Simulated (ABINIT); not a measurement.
# Quasiparticle gap of BN (P6_3mc) in ABINIT

How does a plane-wave GW calculation on BN (P6_3mc) run from the first input to the gap?

Main program and level: ABINIT 10.8.3; PBE and many-body steps on it, plane waves.

Most raw output is cut from this account.

The database entry behind the starting cell has ideal inner coordinates that were not refined, so it need not match the best structure at ambient conditions.

**1. The structure**

It takes space group P6_3mc (No. 186, hexagonal). The conventional cell has a = 2.536 Å, b = 2.536 Å, c = 4.199 Å, α = 90.00°, β = 90.00°, γ = 120.00°. B has 4 N at 1.56 to 1.57 Å nearest. Nearest to N lie 4 B at 1.56 to 1.57 Å. Farther neighbours and most contacts between anions are not listed.

The cell and positions come from the Crystallography Open Database and are kept as given unless a step says otherwise. This is not the form that BN usually takes at ambient conditions.

**2. Ground state**

This step: ABINIT 10.8.3; DFT, PBE, plane waves, norm-conserving pseudopotentials.

The ground-state density comes first.

File run.abi:

```
acell 3*1.0 Angstrom
rprim 
  2.536000000002 -0.000000000000 0.000000000000
  -1.268000000000 2.196240423999 0.000000000000
  0.000000000000 0.000000000000 4.199000000000
ntypat 2
znucl 5 7
natom 4
typat 1 1 2 2
xred 
  0.666666666667 0.333333333333 0.000000000000
  0.333333333333 0.666666666667 0.500000000000
  0.666666666667 0.333333333333 0.375000000000
  0.333333333333 0.666666666667 0.875000000000
pp_dirpath "pseudos"
pseudos "B.upf, N.upf"
ecut 36
ngkpt 9 9 6
nshiftk 1
shiftk 0 0 0
kptopt 1
chksymbreak 0
nband 14
occopt 1
tolvrs 1e-10
nstep 60
prtwf 0
optforces 0
optstress 0
indata_prefix "in"
outdata_prefix "out"
tmpdata_prefix "tmp"
```

Started as:

```sh
$ OMP_NUM_THREADS=1 mpirun -n 4 abinit run.abi > log
```

Elapsed: 10 s, on 4 MPI ranks of Arm Neoverse V1, shared host; peak memory 0.26 GiB.

Numbers from this step:

```
total energy               : -729.3223 eV
gap                        : 5.280 eV
k of the valence top       : 0, 0, 0
k of the conduction bottom : 0.3333, 0.3333, 0
least direct gap           : 8.408 eV
```

The gap is indirect, with the least direct gap 3.13 eV higher.

**3. Bands along the symmetry lines**

Levels along a band path, at the cheap level, show where the edges lie and whether the meshes to come will hold them.

File run.abi:

```
acell 3*1.0 Angstrom
rprim 
  2.536000000002 -0.000000000000 0.000000000000
  -1.268000000000 2.196240423999 0.000000000000
  0.000000000000 0.000000000000 4.199000000000
ntypat 2
znucl 5 7
natom 4
typat 1 1 2 2
xred 
  0.666666666667 0.333333333333 0.000000000000
  0.333333333333 0.666666666667 0.500000000000
  0.666666666667 0.333333333333 0.375000000000
  0.333333333333 0.666666666667 0.875000000000
pp_dirpath "pseudos"
pseudos "B.upf, N.upf"
ecut 36
iscf -2
irdden 1
kptopt 0
nkpt 75
kpt 
  0.00000000 0.00000000 0.00000000
  0.06250000 0.00000000 0.00000000
  0.12500000 0.00000000 0.00000000
  0.18750000 0.00000000 0.00000000
  0.25000000 0.00000000 0.00000000
  0.31250000 0.00000000 0.00000000
  0.37500000 0.00000000 0.00000000
  0.43750000 0.00000000 0.00000000
  0.50000000 0.00000000 0.00000000
  0.47916667 0.04166667 0.00000000
  0.45833333 0.08333333 0.00000000
  0.43750000 0.12500000 0.00000000
  0.41666666 0.16666666 0.00000000
  0.39583333 0.20833333 0.00000000
  0.37500000 0.25000000 0.00000000
  0.35416666 0.29166666 0.00000000
  0.33333333 0.33333333 0.00000000
  0.29166666 0.29166666 0.00000000
  0.25000000 0.25000000 0.00000000
  0.20833333 0.20833333 0.00000000
  0.16666666 0.16666666 0.00000000
  0.12500000 0.12500000 0.00000000
  0.08333333 0.08333333 0.00000000
  0.04166667 0.04166667 0.00000000
  0.00000000 0.00000000 0.00000000
  0.00000000 0.00000000 0.06250000
  0.00000000 0.00000000 0.12500000
  0.00000000 0.00000000 0.18750000
  0.00000000 0.00000000 0.25000000
  0.00000000 0.00000000 0.31250000
  0.00000000 0.00000000 0.37500000
  0.00000000 0.00000000 0.43750000
  0.00000000 0.00000000 0.50000000
  0.06250000 0.00000000 0.50000000
  0.12500000 0.00000000 0.50000000
  0.18750000 0.00000000 0.50000000
  0.25000000 0.00000000 0.50000000
  0.31250000 0.00000000 0.50000000
  0.37500000 0.00000000 0.50000000
  0.43750000 0.00000000 0.50000000
  0.50000000 0.00000000 0.50000000
  0.47916667 0.04166667 0.50000000
  0.45833333 0.08333333 0.50000000
  0.43750000 0.12500000 0.50000000
  0.41666666 0.16666666 0.50000000
  0.39583333 0.20833333 0.50000000
  0.37500000 0.25000000 0.50000000
  0.35416666 0.29166666 0.50000000
  0.33333333 0.33333333 0.50000000
  0.29166666 0.29166666 0.50000000
  0.25000000 0.25000000 0.50000000
  0.20833333 0.20833333 0.50000000
  0.16666666 0.16666666 0.50000000
  0.12500000 0.12500000 0.50000000
  0.08333333 0.08333333 0.50000000
  0.04166667 0.04166667 0.50000000
  0.00000000 0.00000000 0.50000000
  0.50000000 0.00000000 0.50000000
  0.50000000 0.00000000 0.43750000
  0.50000000 0.00000000 0.37500000
  0.50000000 0.00000000 0.31250000
  0.50000000 0.00000000 0.25000000
  0.50000000 0.00000000 0.18750000
  0.50000000 0.00000000 0.12500000
  0.50000000 0.00000000 0.06250000
  0.50000000 0.00000000 0.00000000
  0.33333333 0.33333333 0.50000000
  0.33333333 0.33333333 0.43750000
  0.33333333 0.33333333 0.37500000
  0.33333333 0.33333333 0.31250000
  0.33333333 0.33333333 0.25000000
  0.33333333 0.33333333 0.18750000
  0.33333333 0.33333333 0.12500000
  0.33333333 0.33333333 0.06250000
  0.33333333 0.33333333 0.00000000
istwfk *1
nband 19
nbdbuf 6
tolwfr 1e-07
nstep 50
prtwf 0
prtvol 0
indata_prefix "in"
outdata_prefix "out"
tmpdata_prefix "tmp"
```

Run time: 8.7 s. Hardware: 4 MPI ranks; peak memory 0.26 GiB; 35 s of CPU time.

This step gave:

```
gap                        : 5.280 eV
k of the valence top       : 0, 0, 0
k of the conduction bottom : 0.3333, 0.3333, 0
least direct gap           : 8.413 eV
```

The gap is 5.280 eV, as in the run before at this level.

Electronic bands along the path, in eV, zero at the top of the highest filled band; v1 is the highest filled band, c1 the lowest empty one:

```tsv
point	v4	v3	v2	v1	c1	c2	c3	c4
Γ	-2.13	-0.25	0.00	0.00	8.50	8.50	8.68	9.76
halfway	-3.84	-3.77	-1.61	-1.16	7.44	9.48	10.25	11.16
M	-6.95	-5.03	-4.43	-2.14	6.86	8.07	10.79	11.69
halfway	-6.57	-6.52	-4.62	-3.63	6.48	9.53	11.87	13.26
K	-7.24	-5.51	-5.44	-5.44	5.28	13.59	13.59	14.03
halfway	-5.72	-3.65	-2.21	-1.95	8.51	9.09	10.41	11.74
Γ	-2.13	-0.25	0.00	0.00	8.50	8.50	8.68	9.76
halfway	-1.87	-1.87	-0.38	-0.38	8.95	8.95	9.33	9.74
A	-1.18	-1.18	-1.18	-1.18	9.68	9.68	10.07	10.07
halfway	-4.11	-4.11	-2.69	-2.69	8.05	8.05	11.45	11.45
L	-3.81	-3.81	-3.59	-3.59	6.71	6.71	10.20	10.20
halfway	-5.79	-5.79	-3.21	-3.21	8.11	8.11	11.13	11.13
H	-7.81	-7.81	-3.05	-3.05	9.46	9.46	10.30	10.30
halfway	-4.35	-4.35	-3.49	-3.49	8.98	8.98	10.91	10.91
A	-1.18	-1.18	-1.18	-1.18	9.68	9.68	10.07	10.07
jump to L	-3.81	-3.81	-3.59	-3.59	6.71	6.71	10.20	10.20
halfway	-5.51	-4.70	-3.52	-2.70	6.95	6.99	11.18	11.90
M	-6.95	-5.03	-4.43	-2.14	6.86	8.07	10.79	11.69
jump to H	-7.81	-7.81	-3.05	-3.05	9.46	9.46	10.30	10.30
halfway	-8.26	-6.33	-4.07	-4.07	6.86	11.06	11.06	13.24
K	-7.24	-5.51	-5.44	-5.44	5.28	13.59	13.59	14.03
```

**4. Empty states on the mesh, 6×6×4 mesh, 609 bands**

The sums over transitions need many empty states on a uniform mesh; this step solves for them.

File run.abi:

```
acell 3*1.0 Angstrom
rprim 
  2.536000000002 -0.000000000000 0.000000000000
  -1.268000000000 2.196240423999 0.000000000000
  0.000000000000 0.000000000000 4.199000000000
ntypat 2
znucl 5 7
natom 4
typat 1 1 2 2
xred 
  0.666666666667 0.333333333333 0.000000000000
  0.333333333333 0.666666666667 0.500000000000
  0.666666666667 0.333333333333 0.375000000000
  0.333333333333 0.666666666667 0.875000000000
pp_dirpath "pseudos"
pseudos "B.upf, N.upf"
ecut 36
ngkpt 6 6 4
nshiftk 1
shiftk 0 0 0
kptopt 1
chksymbreak 0
irdden 1
istwfk *1
nband 609
prtvol 0
optdriver 6
gwr_task "HDIAGO"
paral_kgb 0
occopt 1
indata_prefix "in"
outdata_prefix "out"
tmpdata_prefix "tmp"
```

Wall time 31 s (4 MPI ranks); peak memory 0.86 GiB; 2.1 min of CPU time.

This step gave:

```
gap                                                           : 5.280 eV
k of the valence top                                          : 0, 0, 0
k of the conduction bottom                                    : 0.3333, 0.3333, 0
least direct gap                                              : 8.451 eV
k points computed                                             : 21
lowest point of the top converged band, above the valence top : 474.8995 eV
```

On this mesh the gap is 5.280 eV.

**5. Screening, 6×6×4 mesh, 417 bands, screening to 466.9 eV**

The RPA dielectric matrix is built and inverted for each q.

This step: RPA screening on PBE, plane waves, norm-conserving pseudopotentials.

run.abi: that of step 4 with these lines changed.

```diff
@@ -22,10 +22,11 @@
 chksymbreak 0
-irdden 1
 istwfk *1
-nband 609
-prtvol 0
-optdriver 6
-gwr_task "HDIAGO"
-paral_kgb 0
 occopt 1
+irdwfk 1
+optdriver 3
+nband 417
+ecuteps 17.16
+inclvkb 2
+awtr 1
+symchi 1
 indata_prefix "in"
```

The job ended after 19 min (4 MPI ranks; peak memory 2.9 GiB; 74 min of CPU time).

Numbers from this step:

| Item | Value |
| --- | --- |
| ε∞ with local fields, on this mesh, along the program's q direction | 4.336 |
| the same without local fields | 4.690 |
| plasma frequency | 30.71 eV |
| plane waves in the screening matrix | 549 |

Local fields lower ε∞ by 8 %. On a Γ-centred mesh this coarse the value itself is usually too large, while a short band sum pulls it down.

**6. Self-energy, 6×6×4 mesh, 417 bands, screening to 466.9 eV**

The self-energy is evaluated for the states that the input lists, and the levels follow from it, in one-shot runs by the linearised quasiparticle equation.

This step: G0W0 on PBE, plane waves, norm-conserving pseudopotentials.

run.abi: that of step 5 with these lines changed.

```diff
@@ -25,8 +25,25 @@
 irdwfk 1
-optdriver 3
+optdriver 4
 nband 417
+gwcalctyp 0
+ecutsigx 36
+symsigma 1
+nkptgw 6
+kptgw 
+  0.0000000000 0.0000000000 0.0000000000
+  0.3333333333 0.3333333333 0.0000000000
+  0.1666666667 0.0000000000 0.0000000000
+  0.5000000000 0.0000000000 0.0000000000
+  0.0000000000 0.0000000000 0.5000000000
+  0.5000000000 0.0000000000 0.5000000000
+bdgw 
+  7 10
+  7 11
+  7 10
+  7 10
+  5 10
+  7 10
 ecuteps 17.16
-inclvkb 2
-awtr 1
-symchi 1
+irdscr 1
+ppmodel 1
 indata_prefix "in"
```

Wall time 22 min (4 MPI ranks); peak memory 3.9 GiB; 88 min of CPU time.

This step gave:

```yaml
g0w0_gap_on_the_mesh: 6.946 eV
starting_gap_on_the_mesh: 5.280 eV
k_of_the_valence_top: 0, 0, 0
k_of_the_conduction_bottom: 0.3333, 0.3333, 0
z_at_the_valence_top: 0.825
z_at_the_conduction_bottom: 0.858
least_direct_g0w0_gap_on_the_computed_points: 10.38 eV
```

The gap on the mesh goes from 5.28 eV to 6.95 eV, a correction of +1.67 eV.

Limits: finite bands, cutoff and mesh; coarse k mesh. v1 is the top filled band, c1 the lowest empty one. Levels before and after the correction, in eV, zero at the valence-band top of each column:

```tsv
	conduction bottom	valence top
Kohn-Sham	5.28	0.00
G0W0	6.95	0.00
```

```tsv
	level	energy (eV)
Kohn-Sham	Γ v2-v1	0.000
Kohn-Sham	Γ c1-c2	8.505
Kohn-Sham	(0.333 0.333 0) v2-v1	-5.445
Kohn-Sham	(0.333 0.333 0) c1	5.280
Kohn-Sham	(0.333 0.333 0) c2-c3	13.590
G0W0	Γ v2-v1	0.000
G0W0	Γ c1-c2	10.602
G0W0	(0.333 0.333 0) v2-v1	-5.956
G0W0	(0.333 0.333 0) c1	6.946
G0W0	(0.333 0.333 0) c2-c3	15.965
```

**7. Where the time went**

Times are wall times on 4 MPI ranks of Arm Neoverse V1, shared host, good to a factor of about two.

```tsv
step	time	share	memory (GiB)
ground state	10 s	0 %	0.26
bands along the symmetry lines	8.7 s	0 %	0.26
empty states on the mesh	31 s	1 %	0.86
screening	19 min	45 %	2.9
self-energy	22 min	53 %	3.9
```

**8. Results**

- PBE gap: 5.28 eV, indirect
- G0W0 gap on the mesh: 6.95 eV
- GW settings: 6×6×4 mesh, 417 bands, screening to 466.9 eV, Godby-Needs plasmon pole
- known limits: not at the basis limit; coarse k mesh

**Reading.** G0W0 moves the gap on the mesh from 5.28 eV to 6.95 eV (+1.67 eV), with Z of 0.82 and 0.86 at the edges. Local fields lower the RPA ε∞ on this mesh from 4.69 to 4.34; a Γ-centred mesh this coarse tends to raise both, most where the direct gap is narrow, while a short band sum lowers them. Bands and cutoff are finite, so the gap is not at the basis limit. The miss can reach some tenths of an eV and take either sign; the mesh is an error of its own. The 6×6×4 mesh is coarse for this cell, which bears on the long-range parts of exchange and screening.

[Paths, hosts, dates, memory and timing lines, banners, echoed tables and standing remarks are left out of the program output.]

[Logs are printed without paths, hosts, clocks, repeated set-up lines and the standing remarks that a program may print on its own settings, such as how far it seeks lower states.]

[Runs of the session that timed out or met a known fault of the program may be left out.]

[Hosts, paths, dates, database ids (printed as entryN), source tags and the programs' standing remarks are cut or masked in the printed files.]

[G0W0 gaps are taken among the corrected bands and points alone; a level outside them can change the order at an edge.]

[Where Ansatz stands beside ABINIT at settings called matched, ABINIT's density can come from a denser mesh and the files from another edition; pairs whose starting gaps differed by over 0.03 eV were left out, so agreement reads better than it is.]
